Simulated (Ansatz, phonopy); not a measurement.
# Quasi-harmonic thermodynamics of SiC (Moissanite 3C, F-43m), part 2 of 3

Aim: the lattice, expansion, heat capacity and bulk modulus of SiC (Moissanite 3C) as it warms.

Ansatz 0.2.0; DFT RPBE, scalar-relativistic, plane waves, PAW.

So far. Step 2 (A first coarse run): The start is under 6.5 GPa at this level and looks like an insulator or semiconductor on this mesh. Step 4 (Tight relaxation): The residual pressure is -0.0018 GPa, small enough for phonons. The relaxed cell has a = 4.402 Å (conventional setting).

## (5) Phonons on strained cells, q-mesh 2×2×2

The study relaxes the crystal at several strains, solves the phonons on some of them and minimises the free energy at each temperature (static energy, vibrations, the electrons in a metal, and PV under a set pressure); the q-mesh sets how far the force constants reach.

input.yaml

```yaml
crystal:
  lattice:
    - [0.0, 2.2008869818, 2.2008869818]
    - [2.2008869818, 0.0, 2.2008869818]
    - [2.2008869818, 2.2008869818, 0.0]
  atoms:
    - { symbol: Si, position: [0.0, 0.0, 0.0] }
    - { symbol: C, position: [0.25, 0.25, 0.25] }
kpoints:
  mp_grid: { grid: [12, 12, 12] }
hamiltonian:
  xc: rpbe
scf:
  occupations: { method: fixed }
output:
  eigenvalues: true
phonons:
  method: dfpt
  qmesh: [2, 2, 2]
  temperatures: { t_max: 1200.0, t_step: 50 }
  thermal_expansion: {}
```

The run is started by

```
ansatz run input.yaml --threads 2 --pin off --max-ram 5120MiB --backend cpu --events-out ev --progress --plain --runs-dir out
```

Numbers of over 12 decimals in the logs are rounded to 6 here.

The program printed:

```text
Warning: phonons: the dynamical matrix that this run interpolates holds no multipole term above the dipole-dipole one, and a site of this crystal is no centre of inversion, so its interpolated transverse optical and acoustic branches and sound speeds can stay off near Gamma, and the density of states and the thermodynamics with them. What a run solves at a wave vector of phonons.qpoints, Gamma apart, where the deck admits one, is free of this, and under fd what a larger phonons.supercell samples
[...]
Crystal: 2 atoms, lattice volume = 21.322 Å³
Basis set: ecut = 487.2 eV, 531 PW (Γ), exchange–correlation on 48×48×48 points (8 copies of the dense FFT grid, shifted against one another)
Bands: 8, of which v1, the nominal top of the filled ones, is band 4 counted from 1 (3 counted from 0)
Symmetry: 24 space group operations
[...]
k-points: 72 of 1728 (time reversal used)
[...]
SCF iter   1: F=—  HF=-891.485220 eV  |F-HF|=—  |Δ(HF+E_count)|=         —  Δρ=3.36e-3  dr2=1.57e-3  ethr=1.77e-3  ⟨swp⟩=4.7  Hψ=4076  notcnv=0  defer=127
[...]
SCF iter   7: F=-891.484902 eV  HF=-891.484902 eV  |F-HF|=3.41e-13  |Δ(HF+E_count)|=  4.70e-10  Δρ=1.07e-7  dr2=2.44e-12  ethr=1.00e-12  ⟨swp⟩=7.1  Hψ=3297  notcnv=0
SCF 1 converged in 7 iterations: F = -891.484902 eV  dr2 = 2.44e-12
[...]
relax step   1: F+E_penalty+E_count = -891.48490166 eV  Δ(F+E_penalty+E_count) = +0.000e0 eV  max|allowed force component| = 4.071e-16 eV/Å  Δτ_max = 0.0000 Å  (7 SCF iters, accepted)
SCF converged after 7 iterations
Free energy (F): -891.484902 eV
[...]
Internal energy: -891.484902 eV  (E = F + TS)
E sigma→0 (E₀):  -891.484902 eV
Fermi energy:    9.208023 eV
[...]
--- Stress (GPa, compression-positive) ---
       -0.003358       0.000000      -0.000000
       -0.000000      -0.003358       0.000000
       -0.000000       0.000000      -0.003358
  P = ⅓ Tr σ = -0.0034 GPa (-0.034 kbar)
--- Band table (eV; the first three rows and the last of 72) ---
[...]
── thermal expansion: 3 new cells, 3 in all ──
thermal expansion: relaxation of cell 2
thermal expansion: relaxation of cell 3
── thermal expansion: 2 new cells, 5 in all ──
thermal expansion: relaxation of cell 4
thermal expansion: lower-state search of cell 4
thermal expansion: phonons of cell 4
thermal expansion: relaxation of cell 5
thermal expansion: phonons of cell 5
── thermal expansion: 6 new cells, 11 in all ──
thermal expansion: relaxation of cell 6
thermal expansion: relaxation of cell 7
thermal expansion: relaxation of cell 8
thermal expansion: relaxation of cell 9
thermal expansion: relaxation of cell 10
thermal expansion: relaxation of cell 11
thermal expansion: phonons of cell 6
thermal expansion: phonons of cell 7
thermal expansion: phonons of cell 8
WARN: thermal expansion: narrow_supercell: the supercell is narrow for a crystal that has a band gap and may be polar, so the expansion can be far off: type phonons.supercell or phonons.qmesh [3, 3, 3] or more in a new run
--- Relaxed structure (1 steps of the walk, 1 accepted, 0 SCFs on fresh bases) ---
  F+E_penalty+E_count = -891.48490166 eV   max|allowed force component| = 4.071e-16 eV/Å
  atoms:
    - { symbol: Si, position: [0.0, 0.0, 0.0] }
    - { symbol: C, position: [0.25, 0.25, 0.25] }
--- Thermal expansion: 11 cells in 3 rounds, 0 GPa ---
  no lower state was reached at cell 4
  without vibrations: a 3.11251, b 3.11251, c 3.11251 Å, V 21.3214 Å³, B 205.59 GPa
  at 0 K: a 3.12077, b 3.12077, c 3.12077 Å, V 21.4917 Å³, B 201.51 GPa
  zero-point expansion: a +0.266, b +0.266, c +0.266, V +0.799 %
      T/K        a/Å        b/Å        c/Å       V/Å³ | expansion of a, b, c, V (1e-6/K)   | that of V in the mean from 25 °C | C_P, C_V (J/mol K of the cell) | B_T, B_S (GPa)
     0.00    3.12077    3.12077    3.12077    21.4917 |    0.00    0.00    0.00    0.00 |    2.57 |     0.000     0.000 |   201.51   201.51
   150.00    3.12085    3.12085    3.12085    21.4932 |    0.61    0.61    0.61    1.83 |    4.71 |    11.173    11.172 |   201.36   201.38
   298.15    3.12157    3.12157    3.12157    21.5082 |    2.53    2.53    2.53    7.59 |       - |    28.076    28.031 |   200.30   200.62
   400.00    3.12254    3.12254    3.12254    21.5283 |    3.51    3.51    3.51   10.53 |    9.17 |    35.304    35.189 |   199.19   199.83
   550.00    3.12441    3.12441    3.12441    21.5670 |    4.37    4.37    4.37   13.12 |   10.84 |    41.312    41.069 |   197.32   198.49
   700.00    3.12659    3.12659    3.12659    21.6120 |    4.86    4.86    4.86   14.59 |   12.01 |    44.511    44.132 |   195.34   197.02
   850.00    3.12895    3.12895    3.12895    21.6610 |    5.18    5.18    5.18   15.53 |   12.87 |    46.392    45.876 |   193.30   195.47
  1000.00    3.13143    3.13143    3.13143    21.7126 |    5.39    5.39    5.39   16.18 |   13.54 |    47.602    46.948 |   191.22   193.89
  1150.00    3.13400    3.13400    3.13400    21.7663 |    5.56    5.56    5.56   16.69 |   14.08 |    48.443    47.649 |   189.13   192.28
  1200.00    3.13488    3.13488    3.13488    21.7845 |    5.61    5.61    5.61   16.83 |   14.24 |    48.669    47.829 |   188.43   191.74
  the static fit leaves 0.000 meV an atom of the energies and, of the stresses, 0.000 GPa of each cell's largest along a strain (root mean squares over the cells), whose Pulay part it has at -0.006 GPa
  vibrations' free energy: its fit leaves 0.0000 meV an atom at the most
  the electrons' free energy at temperature is not in it: every band gap is over 1.24 eV
  free energies summed between the sampled wave vectors
  estimated error of the fitted expansion in any direction: up to 0.020e-6/K, at 1200 K (an estimate, not a bound: it was exceeded on models of known expansion)
  by sums over the sampled wave vectors an expansion of the volume parts by up to 1.83e-6/K
  by a static energy of one degree less an expansion of the volume parts by up to 0.00e-6/K
  band gaps on the cells' k-points are 1.371 to 1.440 eV
  narrow_supercell: the supercell is narrow for a crystal that has a band gap and may be polar, so the expansion can be far off: type phonons.supercell or phonons.qmesh [3, 3, 3] or more in a new run
```

Elapsed: 2.4 min, on 2 threads of Arm Neoverse V2, shared host; peak memory 0.6 GiB; 4.6 min of CPU time.

Numbers from this step:

* pressure: -0.003358 GPa
* volume expansion coefficient at 298 K: 7.592 1e-6/K
* C_P at 298 K: 14.04 J/mol-atom/K
* entropy at 298 K: 9.085 J/mol-atom/K
* isothermal bulk modulus at 298 K: 200.3 GPa
* Grüneisen parameter at 298 K: 0.7026
* volume at 298 K: 10.75 Å³/atom
* principal linear expansion coefficients at 298 K: 2.531, 2.531, 2.531 1e-6/K

Strained cells of the study; zero-point energy where phonons were solved; the pressures are stresses at a fixed cutoff and can carry an offset from the finite basis. Expansion cells, by row:

| cell | \|a\| (Å) | \|b\| (Å) | \|c\| (Å) | V (Å³/atom) | E - E_lowest (meV/atom) | pressure (GPa) | gap (eV) | zero-point energy (meV/atom) |
| --- | --- | --- | --- | --- | --- | --- | --- | --- |
| 1 | 3.113 | 3.113 | 3.113 | 10.66 | 0 | -0.009 | 1.399 | - |
| 2 | 3.137 | 3.137 | 3.137 | 10.92 | 3.853 | -4.695 | 1.421 | - |
| 3 | 3.088 | 3.088 | 3.088 | 10.41 | 3.964 | 5.142 | 1.376 | - |
| 4 | 3.113 | 3.113 | 3.113 | 10.66 | 0 | -0.044 | 1.399 | 106.3 |
| 5 | 3.128 | 3.128 | 3.128 | 10.82 | 1.555 | -3.028 | 1.413 | 104.7 |
| 6 | 3.123 | 3.123 | 3.123 | 10.77 | 0.677 | -2.018 | 1.409 | 105.2 |
| 7 | 3.133 | 3.133 | 3.133 | 10.87 | 2.641 | -3.915 | 1.418 | 104.2 |
| 8 | 3.143 | 3.143 | 3.143 | 10.98 | 5.867 | -5.738 | 1.427 | 103.1 |
| 9 | 3.082 | 3.082 | 3.082 | 10.35 | 6.168 | 6.477 | 1.371 | - |
| 10 | 3.097 | 3.097 | 3.097 | 10.5 | 1.508 | 3.122 | 1.385 | - |
| 11 | 3.159 | 3.159 | 3.159 | 11.14 | 13.02 | -8.337 | 1.44 | - |

Quasi-harmonic; a, b, c are the run's own cell vectors. Expansion, by row:

| T (K) | a (Å) | b (Å) | c (Å) | alpha (deg) | beta (deg) | gamma (deg) | cell volume (Å³/cell) | alpha_a (1e-6/K) | alpha_b (1e-6/K) | alpha_c (1e-6/K) | alpha_V (1e-6/K) | C_P (J/mol-atom/K) | C_V (J/mol-atom/K) | S (J/mol-atom/K) | B_T (GPa) | B_S (GPa) | Grueneisen | extrapolation | fit error (1e-6/K) |
| --- | --- | --- | --- | --- | --- | --- | --- | --- | --- | --- | --- | --- | --- | --- | --- | --- | --- | --- | --- |
| 0 | 3.121 | 3.121 | 3.121 | 60 | 60 | 60 | 21.49 | 0 | 0 | 0 | 0 | 0 | 0 | 0 | 201.5 | 201.5 | - | 0 | 0 |
| 50 | 3.121 | 3.121 | 3.121 | 60 | 60 | 60 | 21.49 | 0.02 | 0.02 | 0.02 | 0.06 | 0.345 | 0.345 | 0.103 | 201.5 | 201.5 | 0.228 | 0 | 0 |
| 100 | 3.121 | 3.121 | 3.121 | 60 | 60 | 60 | 21.49 | 0.19 | 0.19 | 0.19 | 0.56 | 2.516 | 2.516 | 0.911 | 201.5 | 201.5 | 0.292 | 0 | 0 |
| 150 | 3.121 | 3.121 | 3.121 | 60 | 60 | 60 | 21.49 | 0.61 | 0.61 | 0.61 | 1.83 | 5.587 | 5.586 | 2.5 | 201.4 | 201.4 | 0.426 | 0 | 0 |
| 200 | 3.121 | 3.121 | 3.121 | 60 | 60 | 60 | 21.5 | 1.24 | 1.24 | 1.24 | 3.72 | 8.765 | 8.762 | 4.545 | 201.1 | 201.2 | 0.553 | 0 | 0 |
| 250 | 3.121 | 3.121 | 3.121 | 60 | 60 | 60 | 21.5 | 1.93 | 1.93 | 1.93 | 5.78 | 11.67 | 11.66 | 6.821 | 200.7 | 200.9 | 0.644 | 0 | 0 |
| 298.1 | 3.122 | 3.122 | 3.122 | 60 | 60 | 60 | 21.51 | 2.53 | 2.53 | 2.53 | 7.59 | 14.04 | 14.02 | 9.086 | 200.3 | 200.6 | 0.703 | 0 | 0 |
| 300 | 3.122 | 3.122 | 3.122 | 60 | 60 | 60 | 21.51 | 2.55 | 2.55 | 2.55 | 7.66 | 14.12 | 14.1 | 9.173 | 200.3 | 200.6 | 0.704 | 0 | 0 |
| 350 | 3.122 | 3.122 | 3.122 | 60 | 60 | 60 | 21.52 | 3.08 | 3.08 | 3.08 | 9.24 | 16.09 | 16.05 | 11.5 | 199.8 | 200.2 | 0.745 | 0 | 0.01 |
| 400 | 3.123 | 3.123 | 3.123 | 60 | 60 | 60 | 21.53 | 3.51 | 3.51 | 3.51 | 10.53 | 17.65 | 17.59 | 13.76 | 199.2 | 199.8 | 0.773 | 0 | 0.01 |
| 450 | 3.123 | 3.123 | 3.123 | 60 | 60 | 60 | 21.54 | 3.86 | 3.86 | 3.86 | 11.58 | 18.89 | 18.81 | 15.91 | 198.6 | 199.4 | 0.793 | 0 | 0.01 |
| 500 | 3.124 | 3.124 | 3.124 | 60 | 60 | 60 | 21.55 | 4.14 | 4.14 | 4.14 | 12.43 | 19.87 | 19.77 | 17.95 | 198 | 198.9 | 0.808 | 0 | 0.01 |
| 550 | 3.124 | 3.124 | 3.124 | 60 | 60 | 60 | 21.57 | 4.37 | 4.37 | 4.37 | 13.12 | 20.66 | 20.54 | 19.89 | 197.3 | 198.5 | 0.819 | 0 | 0.01 |
| 600 | 3.125 | 3.125 | 3.125 | 60 | 60 | 60 | 21.58 | 4.57 | 4.57 | 4.57 | 13.7 | 21.3 | 21.15 | 21.71 | 196.7 | 198 | 0.828 | 0 | 0.01 |
| 650 | 3.126 | 3.126 | 3.126 | 60 | 60 | 60 | 21.6 | 4.73 | 4.73 | 4.73 | 14.18 | 21.82 | 21.65 | 23.44 | 196 | 197.5 | 0.835 | 0 | 0.01 |
| 700 | 3.127 | 3.127 | 3.127 | 60 | 60 | 60 | 21.61 | 4.86 | 4.86 | 4.86 | 14.59 | 22.26 | 22.07 | 25.07 | 195.3 | 197 | 0.841 | 0 | 0.01 |
| 750 | 3.127 | 3.127 | 3.127 | 60 | 60 | 60 | 21.63 | 4.98 | 4.98 | 4.98 | 14.95 | 22.62 | 22.41 | 26.62 | 194.7 | 196.5 | 0.846 | 0 | 0.01 |
| 800 | 3.128 | 3.128 | 3.128 | 60 | 60 | 60 | 21.64 | 5.08 | 5.08 | 5.08 | 15.25 | 22.93 | 22.7 | 28.09 | 194 | 196 | 0.85 | 0 | 0.01 |
| 850 | 3.129 | 3.129 | 3.129 | 60 | 60 | 60 | 21.66 | 5.18 | 5.18 | 5.18 | 15.53 | 23.2 | 22.94 | 29.49 | 193.3 | 195.5 | 0.853 | 0 | 0.01 |
| 900 | 3.13 | 3.13 | 3.13 | 60 | 60 | 60 | 21.68 | 5.26 | 5.26 | 5.26 | 15.77 | 23.43 | 23.14 | 30.82 | 192.6 | 194.9 | 0.856 | 0 | 0 |
| 950 | 3.131 | 3.131 | 3.131 | 60 | 60 | 60 | 21.7 | 5.33 | 5.33 | 5.33 | 15.98 | 23.62 | 23.32 | 32.09 | 191.9 | 194.4 | 0.859 | 0 | 0.01 |
| 1000 | 3.131 | 3.131 | 3.131 | 60 | 60 | 60 | 21.71 | 5.39 | 5.39 | 5.39 | 16.18 | 23.8 | 23.47 | 33.31 | 191.2 | 193.9 | 0.862 | 0 | 0.01 |
| 1050 | 3.132 | 3.132 | 3.132 | 60 | 60 | 60 | 21.73 | 5.45 | 5.45 | 5.45 | 16.36 | 23.96 | 23.61 | 34.47 | 190.5 | 193.4 | 0.864 | 0 | 0.01 |
| 1100 | 3.133 | 3.133 | 3.133 | 60 | 60 | 60 | 21.75 | 5.51 | 5.51 | 5.51 | 16.53 | 24.1 | 23.72 | 35.59 | 189.8 | 192.8 | 0.866 | 0 | 0.01 |
| 1150 | 3.134 | 3.134 | 3.134 | 60 | 60 | 60 | 21.77 | 5.56 | 5.56 | 5.56 | 16.69 | 24.22 | 23.82 | 36.66 | 189.1 | 192.3 | 0.868 | 0 | 0.02 |
| 1200 | 3.135 | 3.135 | 3.135 | 60 | 60 | 60 | 21.78 | 5.61 | 5.61 | 5.61 | 16.83 | 24.34 | 23.91 | 37.7 | 188.4 | 191.7 | 0.87 | 0 | 0.02 |

The expansion coefficient by temperature; values in 1e-6/K:

| temperature (K) | volume | principal 1 |
| --- | --- | --- |
| 0 | 0 | 0 |
| 50 | 0.06 | 0.02 |
| 100 | 0.56 | 0.19 |
| 150 | 1.83 | 0.61 |
| 200 | 3.72 | 1.24 |
| 250 | 5.78 | 1.93 |
| 298 | 7.59 | 2.53 |
| 300 | 7.66 | 2.55 |
| 350 | 9.24 | 3.08 |
| 400 | 10.5 | 3.51 |
| 450 | 11.6 | 3.86 |
| 500 | 12.4 | 4.14 |
| 550 | 13.1 | 4.37 |
| 600 | 13.7 | 4.57 |
| 650 | 14.2 | 4.73 |
| 700 | 14.6 | 4.86 |
| 750 | 14.9 | 4.98 |
| 800 | 15.2 | 5.08 |
| 850 | 15.5 | 5.18 |
| 900 | 15.8 | 5.26 |
| 950 | 16.0 | 5.33 |
| 1000 | 16.2 | 5.39 |
| 1050 | 16.4 | 5.45 |
| 1100 | 16.5 | 5.51 |
| 1150 | 16.7 | 5.56 |
| 1200 | 16.8 | 5.61 |

At 298 K the volume expansion is 7.59 × 10⁻⁶/K and B_T is 200 GPa. The log warns that this q-mesh is too narrow, so the figure can be far off. The program raised the cutoff to 487.2 eV by itself: with no cutoff typed, the study takes about 1.16 times the default for its relaxations and scales it with the volume for the phonons.

## (6) Free-energy fit

This step: DFT RPBE, scalar-relativistic, plane waves, PAW (phonopy 4.10.0).

This step gave:

```
volume expansion coefficient at 300 K : 7.61 1e-6/K
isothermal bulk modulus at 300 K      : 200.2 GPa
C_P at 300 K                          : 14.08 J/mol-atom/K
Grüneisen parameter at 300 K          : 0.7
```

Energy (each curve on its own zero) against volume; values in meV/atom:

| volume (Å³/atom) | static | F at 0 K | F at 300 K | F at 1200 K |
| --- | --- | --- | --- | --- |
| 10.663 | 0 | 1.59 | 1.75 | 4.2 |
| 10.768 | 0.68 | 1.21 | 1.26 | 2.1 |
| 10.823 | 1.55 | 1.53 | 1.53 | 1.51 |
| 10.874 | 2.64 | 2.12 | 2.07 | 1.27 |
| 10.981 | 5.87 | 4.29 | 4.13 | 1.66 |

Phonopy-qha, vinet fit of F(V) at each temperature. Qha vinet, by row:

| T (K) | fitted volume (Å³/atom) | alpha_V (1e-6/K) | B_T (GPa) | C_P (J/mol-atom/K) | Grueneisen |
| --- | --- | --- | --- | --- | --- |
| 100 | 10.75 | 0.69 | 201.4 | 2.452 | 0.3588 |
| 150 | 10.75 | 1.93 | 201.3 | 5.519 | 0.4511 |
| 200 | 10.75 | 3.75 | 201 | 8.704 | 0.5568 |
| 250 | 10.75 | 5.75 | 200.7 | 11.62 | 0.6406 |
| 300 | 10.75 | 7.61 | 200.2 | 14.08 | 0.6999 |
| 350 | 10.76 | 9.19 | 199.7 | 16.07 | 0.741 |
| 400 | 10.76 | 10.5 | 199.1 | 17.64 | 0.7699 |
| 450 | 10.77 | 11.55 | 198.5 | 18.88 | 0.7906 |
| 500 | 10.78 | 12.41 | 197.9 | 19.87 | 0.806 |
| 550 | 10.78 | 13.11 | 197.3 | 20.66 | 0.8177 |
| 600 | 10.79 | 13.69 | 196.6 | 21.3 | 0.8268 |
| 650 | 10.8 | 14.17 | 196 | 21.83 | 0.8342 |
| 700 | 10.81 | 14.59 | 195.3 | 22.26 | 0.8402 |
| 750 | 10.81 | 14.94 | 194.6 | 22.63 | 0.8452 |
| 800 | 10.82 | 15.25 | 194 | 22.94 | 0.8494 |
| 850 | 10.83 | 15.52 | 193.3 | 23.2 | 0.8531 |
| 900 | 10.84 | 15.76 | 192.6 | 23.43 | 0.8563 |
| 950 | 10.85 | 15.98 | 191.9 | 23.63 | 0.8591 |
| 1000 | 10.86 | 16.18 | 191.3 | 23.81 | 0.8617 |
| 1050 | 10.87 | 16.36 | 190.6 | 23.96 | 0.864 |

Table of volume expansion coefficient by temperature; values in 1e-6/K:

| temperature (K) | phonopy-qha, Vinet | Ansatz's own study |
| --- | --- | --- |
| 100 | 0.69 | 0.56 |
| 150 | 1.93 | 1.83 |
| 200 | 3.75 | 3.72 |
| 250 | 5.75 | 5.78 |
| 300 | 7.61 | 7.66 |
| 350 | 9.19 | 9.24 |
| 400 | 10.5 | 10.5 |
| 450 | 11.6 | 11.6 |
| 500 | 12.4 | 12.4 |
| 550 | 13.1 | 13.1 |
| 600 | 13.7 | 13.7 |
| 650 | 14.2 | 14.2 |
| 700 | 14.6 | 14.6 |
| 750 | 14.9 | 14.9 |
| 800 | 15.2 | 15.2 |
| 850 | 15.5 | 15.5 |
| 900 | 15.8 | 15.8 |
| 950 | 16.0 | 16.0 |
| 1000 | 16.2 | 16.2 |
| 1050 | 16.4 | 16.4 |

The fit gives a volume expansion of 7.61 × 10⁻⁶/K at 300 K, against 7.59 at 298 K from the study itself, whose static fit uses more cells.

(Part 2 of 3 ends here.)

[Logs are printed without paths, hosts, clocks, repeated set-up lines and the standing remarks that a program may print on its own settings, such as how far it seeks lower states.]

[Hosts, paths, dates, database ids (printed as entryN), source tags and the programs' standing remarks are cut or masked in the printed files.]

[A step with changed settings may run another functional than the one named; its input shows which.]
